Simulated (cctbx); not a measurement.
**Na3BiBr6: precision against data quality**

Space group Fm-3m (no. 225), a = 11.0560 Å, b = 11.0560 Å, c = 11.0560 Å, α = 90.00°, β = 90.00°, γ = 90.00°.

| atom | mult. | x | y | z | Ueq (Å²) |
| --- | --- | --- | --- | --- | --- |
| Bi1 | 4 | 0 | 0 | 0 | 0.0032 |
| Br1 | 24 | 0 | 0 | 0.7553 | 0.0055 |
| Na1 | 4 | 1/2 | 0 | 0 | 0.0070 |
| Na2 | 8 | 1/4 | 3/4 | 3/4 | 0.0087 |

The model was made for the exercise: a known structure type with other elements put in, its volume estimated, not relaxed; displacement parameters are assumed.

Five simulated data sets (cctbx; Mo Kα, λ = 0.71073 Å; 4 % proportional error) differ in resolution or exposure (noise floor 15 counts in the first three, 8 in the last two). Each is refined with the right model, isotropic at 1.1 Å and anisotropic otherwise. How do the figures of merit and the uncertainties move?

| d min (Å) | top counts | ⟨I/σ⟩ (unmerged, absences included) | unique | param. (scale apart) | Rint | R1 | GooF | largest s.u. xyz (fractional) | s.u. U of Na1 (Å²) | largest error (Å) |
| --- | --- | --- | --- | --- | --- | --- | --- | --- | --- | --- |
| 1.1 | 20000 | 4.1 | 45 | 5 | 0.036 | 0.0054 | 0.84 | 0.00004 | 0.0013 | 0.0004 |
| 0.84 | 20000 | 4.0 | 89 | 6 | 0.035 | 0.0075 | 1.02 | 0.00003 | 0.0007 | 0.0001 |
| 0.6 | 20000 | 3.3 | 209 | 6 | 0.045 | 0.0089 | 1.00 | 0.00002 | 0.0004 | 0.0003 |
| 0.75 | 300 | 0.4 | 118 | 6 | 0.356 | 0.0542 | 0.90 | 0.00039 | 0.0067 | 0.0006 |
| 0.75 | 3000 | 1.9 | 118 | 6 | 0.072 | 0.0141 | 0.89 | 0.00006 | 0.0012 | 0.0001 |

The number of reflections grows roughly as 1/d³: 45, 89 and 209 here. R1 follows the noise rather than the truth: at 300 counts it is 0.0542, at 3000 counts 0.0141, while GooF is 0.90 and 0.89: the weights 1/σ² carry the noise. The s.u. of U (U11 where anisotropic) for Na1 goes 0.0013, 0.0007, 0.0004 Å² with resolution and 0.0067, 0.0012 Å² with exposure.

Hardware for the 0.6 Å refinement: 0.54 s on 1 thread of Intel(R) Xeon(R) Platinum 8259CL CPU @ 2.50GHz (Skylake/Cascade Lake) (shared host), peak memory 0.1 GiB.
